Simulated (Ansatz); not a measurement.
## Be3N2 (P6_3/mmc): how G0W0 depends on its starting point

One-shot GW is not self-consistent; how far does the start matter for Be3N2 (P6_3/mmc)?

Method: G0W0 on several functionals, plane waves, PAW, in Ansatz 0.2.0.

## (1) The starting structure

Symmetry: P6_3/mmc, No. 194, hexagonal system. Conventional cell: a = 2.842 Å, b = 2.842 Å, c = 9.747 Å, α = 90.00°, β = 90.00°, γ = 120.00°. Be has 4 N at 1.67 to 1.81 Å nearest. Nearest to Be lie 3 N at 1.64 Å. N has 6 Be at 1.81 Å nearest. Nearest to N lie 5 Be at 1.64 to 1.67 Å. Farther neighbours and most contacts between anions are not listed.

Coordinates:

```
Be N
1.0
     2.84168    0.00000    0.00000
    -1.42084    2.46097    0.00000
     0.00000    0.00000    9.74684
Be N
6 4
Direct
  0.33333 0.66667 0.07849
  0.66667 0.33333 0.57849
  0.66667 0.33333 0.92151
  0.33333 0.66667 0.42151
  0.00000 0.00000 0.25000
  0.00000 0.00000 0.75000
  0.00000 0.00000 0.00000
  0.00000 0.00000 0.50000
  0.33333 0.66667 0.25000
  0.66667 0.33333 0.75000
```

The cell and positions are those that the Materials Project relaxed with its own functionals (PBE, PBE+U or r2SCAN), kept fixed.

## (2) G0W0 on LDA

G0W0 replaces the xc potential by the self-energy, built once from these orbitals. Only a window of levels is corrected, while the sums run over the empty bands that the input names. This step takes PAW set soft_1 files.

This step: G0W0 on LDA, plane waves, PAW; PAW set soft_1.

Contents of input.yaml:

```yaml
crystal:
  lattice:
    - [2.8416792263, 0.0, 0.0]
    - [-1.4208396132, 2.4609663994, 0.0]
    - [0.0, 0.0, 9.74684101]
  atoms:
    - { symbol: Be, position: [0.33333333, 0.66666667, 0.07848597] }
    - { symbol: Be, position: [0.66666667, 0.33333333, 0.57848597] }
    - { symbol: Be, position: [0.66666667, 0.33333333, 0.92151403] }
    - { symbol: Be, position: [0.33333333, 0.66666667, 0.42151403] }
    - { symbol: Be, position: [0.0, 0.0, 0.25] }
    - { symbol: Be, position: [0.0, 0.0, 0.75] }
    - { symbol: "N", position: [0.0, 0.0, 0.0] }
    - { symbol: "N", position: [0.0, 0.0, 0.5] }
    - { symbol: "N", position: [0.33333333, 0.66666667, 0.25] }
    - { symbol: "N", position: [0.66666667, 0.33333333, 0.75] }
kpoints:
  mp_grid: { grid: [6, 6, 2] }
hamiltonian:
  xc: lda
  pseudopotentials: { kind: paw, azcp: { folder: soft_1 }, xc_functional: pbe }
scf:
  occupations: { method: fixed }
gw:
  n_empty_bands: 173
  ecut_chi: 108
  qp_bands: [v3, c3]
  qp_kpoints: band_edges
  screening: { model: contour_deformation }
```

Started as:

```sh
> ansatz run input.yaml --threads 3 --pin off --max-ram 92160MiB --backend cuda --events-out ev --progress --plain --runs-dir out --devices 1 --max-vram 13GiB
```

Numbers of over 12 decimals in the logs are rounded to 6 here.

Log:

```text
GPUs: using 1 of 1 available (devices: 1).
Engine: ansatz 0.2.0, x86_64-unknown-linux-gnu
Pseudopotentials: kind: paw
Pseudopotential: Be, paw, valence charge 2, recommended cutoff 420 eV (normal), soft_1/Be.paw.azcp
Pseudopotential: N, paw, valence charge 5, recommended cutoff 420 eV (normal), soft_1/N.paw.azcp
Functional definition: SPW92
  exchange = slater_x
  correlation = pw_c
device memory: the entry about to start is reckoned to put 0.7 GiB on a device that reports 52.5 GiB free (of which the cap on the GPU budget leaves the run 13.0 GiB)
GPU FFT provider: cuFFT
GPU libraries: cuBLAS 13.8.2, cuFFT 12.4.0, cuSOLVER 12.3.4
Crystal: 10 atoms, lattice volume = 68.162 Å³
Basis set: ecut = 420 eV, 1329 PW (Γ)
Bands: 26, of which v1, the nominal top of the filled ones, is band 16 counted from 1 (15 counted from 0)
Symmetry: 24 space group operations
Space group: P63/mmc (ITA 194), of the structure as read, at distance tolerance 4.1e-5 Å
k-points: 14 of 72
Non-local potential: Be, projectors of the file, l = 0: 2, l = 1: 2, l = 2: 1
Non-local potential: N, projectors of the file, l = 0: 2, l = 1: 2, l = 2: 1
PAW form: soft (Blöchl's): semilocal exchange-correlation on the pseudo side does not see the compensation charge
PAW frozen core: Be, regenerated for the run's functional, and the local potential with it (the file was generated under x = pbe(κ = 0.804, μ = 0.219515), c = pbe(β = 0.066725))
PAW frozen core: N, regenerated for the run's functional, and the local potential with it (the file was generated under x = pbe(κ = 0.804, μ = 0.219515), c = pbe(β = 0.066725))
PAW one-centre angular grid: Be, 110 points (default); XC on 64 Gauss nodes
PAW one-centre angular grid: N, 110 points (default); XC on 64 Gauss nodes
Initial density: superposition of atomic densities (chi_scale 0.1, normalization cell, long waves kept (reshape's long-wave potential 0.01 eV rms))
Initial wavefunctions: pseudopotential atomic-orbital guess
GPU buffer pool allocated for 28800 grid points (all kernels)
GPU transforms: local potential and band sums: pruned to the plane-wave sphere, on 20×20×72
Functional: x = slater, c = lda
SCF iter   1: F=—  HF=-2040.461576 eV  |F-HF|=—  |Δ(HF+E_count)|=         —  Δρ=1.22e-1  dr2=1.15e1  ethr=3.10e-3  ⟨swp⟩=4.0  Hψ=1538  notcnv=0  defer=100
preconditioner: auto → none  [insulator: Δε(μ)=4.831 eV  Ē_g=15.801 eV  n_scr=6 (ndim 8)  ℏωp=25.4 eV  f_vac=0.000  ε∞_Penn≈3.6]
SCF iter   2: F=—  HF=-2037.199617 eV  |F-HF|=—  |Δ(HF+E_count)|=    3.26e0  Δρ=6.33e-2  dr2=1.62e0  ethr=3.10e-3  ⟨swp⟩=3.0  Hψ=877  notcnv=0  defer=100
SCF iter   3: F=—  HF=-2036.763917 eV  |F-HF|=—  |Δ(HF+E_count)|=   4.36e-1  Δρ=2.01e-2  dr2=1.65e-1  ethr=3.10e-3  ⟨swp⟩=2.1  Hψ=681  notcnv=0  defer=105
SCF iter   4: F=—  HF=-2036.750368 eV  |F-HF|=—  |Δ(HF+E_count)|=   1.35e-2  Δρ=9.08e-3  dr2=6.55e-2  ethr=5.16e-4  ⟨swp⟩=2.6  Hψ=544  notcnv=0  defer=111
SCF iter   5: F=—  HF=-2036.732448 eV  |F-HF|=—  |Δ(HF+E_count)|=   1.79e-2  Δρ=9.43e-4  dr2=5.40e-4  ethr=2.05e-4  ⟨swp⟩=2.8  Hψ=664  notcnv=0  defer=111
SCF iter   6: F=—  HF=-2036.732294 eV  |F-HF|=—  |Δ(HF+E_count)|=   1.53e-4  Δρ=3.46e-4  dr2=7.85e-5  ethr=1.69e-6  ⟨swp⟩=2.0  Hψ=554  notcnv=0  defer=111
SCF iter   7: F=—  HF=-2036.732272 eV  |F-HF|=—  |Δ(HF+E_count)|=   2.28e-5  Δρ=1.12e-4  dr2=6.67e-6  ethr=2.45e-7  ⟨swp⟩=2.9  Hψ=537  notcnv=0  defer=35
SCF iter   8: F=—  HF=-2036.732270 eV  |F-HF|=—  |Δ(HF+E_count)|=   1.93e-6  Δρ=1.55e-5  dr2=1.15e-7  ethr=2.09e-8  ⟨swp⟩=2.8  Hψ=532  notcnv=0  defer=36
SCF iter   9: F=-2036.732270 eV  HF=-2036.732270 eV  |F-HF|=8.34e-11  |Δ(HF+E_count)|=   3.82e-8  Δρ=5.41e-7  dr2=1.44e-10  ethr=3.13e-10  ⟨swp⟩=8.3  Hψ=1515  notcnv=0
SCF 1 converged in 9 iterations: F = -2036.732270 eV  dr2 = 1.44e-10
  greatest PAW one-centre occupation: 0.782 electrons in one spin orbital (limit 2), on the N atom at site 8 (counted from 0), in its partial waves of l = 0
device memory: the entry about to start is reckoned to put 0.8 GiB on a device that reports 52.4 GiB free (of which the cap on the GPU budget leaves the run 13.0 GiB)
NSCF: frozen V_eff on 14 k-points, pencils in batches of 32, up to order 104
the band table was solved once the SCF had ended and its energy, with any forces and stress, was formed, with the checks that follow a solve (1559 applications of the Hamiltonian). They found nothing against the state; the energy, forces and stress were not computed again (output.eigenvalues in the input reference)
device memory: the entry about to start is reckoned to put 3.8 GiB on a device that reports 52.4 GiB free (of which the cap on the GPU budget leaves the run 13.0 GiB)
NSCF: frozen V_eff on 14 k-points
G₀W₀ screening: q 1/14
[... further progress lines ...]
SCF converged after 9 iterations
Free energy (F): -2036.732270 eV
Harris-Foulkes:  -2036.732270 eV  (|F-HF|=8.34e-11)
Internal energy: -2036.732270 eV  (E = F + TS)
E sigma→0 (E₀):  -2036.732270 eV
Fermi energy:    7.678545 eV
--- Per-component energies (eV) ---
  E_band       = 50.110358
  E_kinetic    = 656.508443
  E_local      = -765.636910  (includes V_loc(G=0)·N_el)
  E_nonlocal   = 168.639924
  E_hartree    = 258.624533
  E_xc         = -361.052947
  E_vxc        = -430.192010  (∫ρ·V_xc dr)
  E_paw        = -804.293325  (= ΣΔE_a)
  E_vpaw       = -96.461586  (= ΣTr[D̂ρ^β])
  E_aug_tail   = 0.003385  (compensation charges beyond the density's cutoff)
  E_ewald      = -1190.027271
  E_core_change = 0.501899  (= ΣΔE_core)
  E_smearing   = -0.000000  (= −TS)
  E_closure    = 0.000000  (closes the sum)
  Σ components = -2036.732270   (vs F -2036.732270, Δ=0.00e0)
--- Band table (eV; the first three rows and the last of 14) ---
  k-point 0: bands = [... 12 lower, 7.1846, 7.2861, 7.6785, 7.6785, 13.8971, 14.8229, 15.3851, 15.9181, ... 6 higher]
  k-point 1: bands = [... 12 lower, 7.4856, 7.4856, 7.4856, 7.4856, 14.5199, 14.5199, 15.7075, 15.7075, ... 6 higher]
  k-point 2: bands = [... 12 lower, 6.5929, 6.6739, 7.0892, 7.3122, 14.6381, 14.7107, 15.3460, 15.6634, ... 6 higher]
  k-point 13: bands = [... 12 lower, 4.6712, 4.6712, 6.0346, 6.0346, 13.6109, 13.6109, 14.2840, 14.2840, ... 6 higher]
--- G₀W₀: contour deformation, 6 samples at zero and on the imaginary axis and 2 off it, 72 q-points, 173 empty bands' worth ---
  eigenvalues of the whole cell's RPA ε∞ on this k-mesh (on a slab, of 1 + 4πα/V) = 4.3557, 4.3557, 5.3038; static W/v taken at q = 0 is 0.217331
  bands read: the sum over 189 bands ends inside a degenerate multiplet in 7 slots, whose members it reads at an even weight; the widest, k=1: bands 189 to 192 (counted from 1) at 1/4 each
  gw.qp_kpoints: band_edges: 11 of 14 stored k-points solved, in 1 pass; an edge of the gap read off the rows below is read off those points alone
    valence top: of the k-points left out ik 9 came nearest to being solved in a further pass, in band 15 (counted from 1, as in the quasiparticle table): it holds the edge there only if its correction is more favourable than any solved in that band by at least 0.902 eV; those differ by 0.364 eV
    conduction bottom: of the k-points left out ik 11 came nearest to being solved in a further pass, in band 17 (counted from 1, as in the quasiparticle table): it holds the edge there only if its correction is more favourable than any solved in that band by at least 2.235 eV; those differ by 0.289 eV
    ik  band        ε_KS         Σx   Σc(E_QP)       V_xc       Z   E_QP_lin       E_QP  E_QP is
     0    14      7.2861   -21.6202     3.0578   -18.0892  0.7957     6.8113     6.8128  root
     0    15      7.6785   -22.2201     3.2123   -18.4987  0.7985     7.1676     7.1695  root
     0    16      7.6785   -22.2201     3.2123   -18.4987  0.7985     7.1676     7.1695  root
     0    17     13.8971    -9.5713    -4.6835   -15.2706  0.8146    14.9206    14.9130  root
     0    18     14.8229    -9.2046    -5.0666   -15.4584  0.8087    16.0220    16.0102  root
     0    19     15.3851    -7.7954    -4.9385   -13.9551  0.8206    16.6177    16.6063  root
     1    14      7.4856   -22.0808     3.2559   -18.2846  0.7980     6.9432     6.9453  root
     1    15      7.4856   -22.0808     3.2559   -18.2846  0.7980     6.9432     6.9453  root
     1    16      7.4856   -22.0808     3.2559   -18.2846  0.7980     6.9432     6.9453  root
     1    17     14.5199    -9.7380    -4.9242   -15.8082  0.8077    15.6766    15.6659  root
     1    18     14.5199    -9.7380    -4.9242   -15.8082  0.8077    15.6766    15.6659  root
     1    19     15.7075    -8.2359    -4.9164   -14.4017  0.8162    16.9695    16.9568  root
     2    14      6.6739   -21.7578     3.5376   -17.5237  0.7951     5.9734     5.9774  root
     2    15      7.0892   -21.5054     3.0852   -17.9284  0.7953     6.5957     6.5974  root
     2    16      7.3122   -22.0476     3.2737   -18.2308  0.7974     6.7670     6.7691  root
     2    17     14.6381    -9.2322    -4.7974   -15.1693  0.8115    15.7882    15.7778  root
     2    18     14.7107    -8.0777    -4.9772   -14.3035  0.8132    15.9722    15.9592  root
     2    19     15.3460    -7.0944    -4.8514   -13.1550  0.8216    16.5667    16.5551  root
     3    14      6.7486   -21.5576     3.3234   -17.6058  0.7946     6.1170     6.1201  root
     3    15      7.0605   -21.8724     3.3315   -17.9568  0.7967     6.4738     6.4764  root
     3    16      7.0605   -21.8724     3.3315   -17.9568  0.7967     6.4738     6.4764  root
     3    17     14.6000    -8.5224    -4.8655   -14.5838  0.8133    15.8073    15.7958  root
     3    18     14.6000    -8.5224    -4.8655   -14.5838  0.8133    15.8073    15.7958  root
     3    19     15.5711    -7.1668    -4.9216   -13.3704  0.8195    16.8667    16.8531  root
[...]
12    18     13.8526    -6.3737    -4.5187   -11.9341  0.8289    14.9018    14.8942  root
    12    19     13.8526    -6.3737    -4.5187   -11.9341  0.8289    14.9018    14.8942  root
    13    14      4.6712   -21.1274     3.6158   -16.6792  0.7899     3.8322     3.8389  root
    13    15      6.0346   -20.8721     3.3170   -16.8637  0.7911     5.3391     5.3431  root
    13    16      6.0346   -20.8721     3.3170   -16.8637  0.7911     5.3391     5.3431  root
    13    17     13.6109    -6.3193    -4.4909   -11.8127  0.8308    14.6203    14.6134  root
    13    18     13.6109    -6.3193    -4.4909   -11.8127  0.8308    14.6203    14.6134  root
    13    19     14.2840    -7.3189    -4.7733   -13.3583  0.8186    15.5627    15.5501  root
```

It took 7.7 s on 1 × NVIDIA H100 80GB HBM3 (shared by 6 runs) with 3 threads of AMD EPYC 7R13 (Zen 3), shared host; peak memory 1.1 GiB.

The column dr2 measures how far the density is from self-consistency, as an energy; F and HF (Harris–Foulkes) agree once it is small.

This step gave:

* bands summed: 189
* RPA ε∞ on this mesh (eigenvalues): 4.356, 4.356, 5.304
* plane waves in the screening matrix: 191
* q-points in the mesh: 72
* G0W0 gap on the mesh: 4.677 eV
* k of the valence top: 0, 0, 0
* k of the conduction bottom: 0, -0.5, 0
* starting gap on the mesh: 3.261 eV
* Z at the valence top: 0.7985
* Z at the conduction bottom: 0.8364
* least direct G0W0 gap on the computed points: 6.206 eV

The gap on the mesh goes from 3.26 eV to 4.68 eV, a correction of +1.42 eV. Between the two edge states, bare exchange in place of the xc potential would open the gap by 8.69 eV, and correlation takes back 7.27 eV.

(Continued in part 2 of 2.)

[Paths, hosts, dates, memory and timing lines, banners, echoed tables and standing remarks are left out of the program output.]

[Logs are printed without paths, hosts, clocks, repeated set-up lines and the standing remarks that a program may print on its own settings, such as how far it seeks lower states.]

[Runs of the session that timed out or met a known fault of the program may be left out.]

[Cells called generated may have been cut or substituted from an entry of the Crystallography Open Database or the Materials Project.]

[Hosts, paths, dates, database ids (printed as entryN), source tags and the programs' standing remarks are cut or masked in the printed files.]
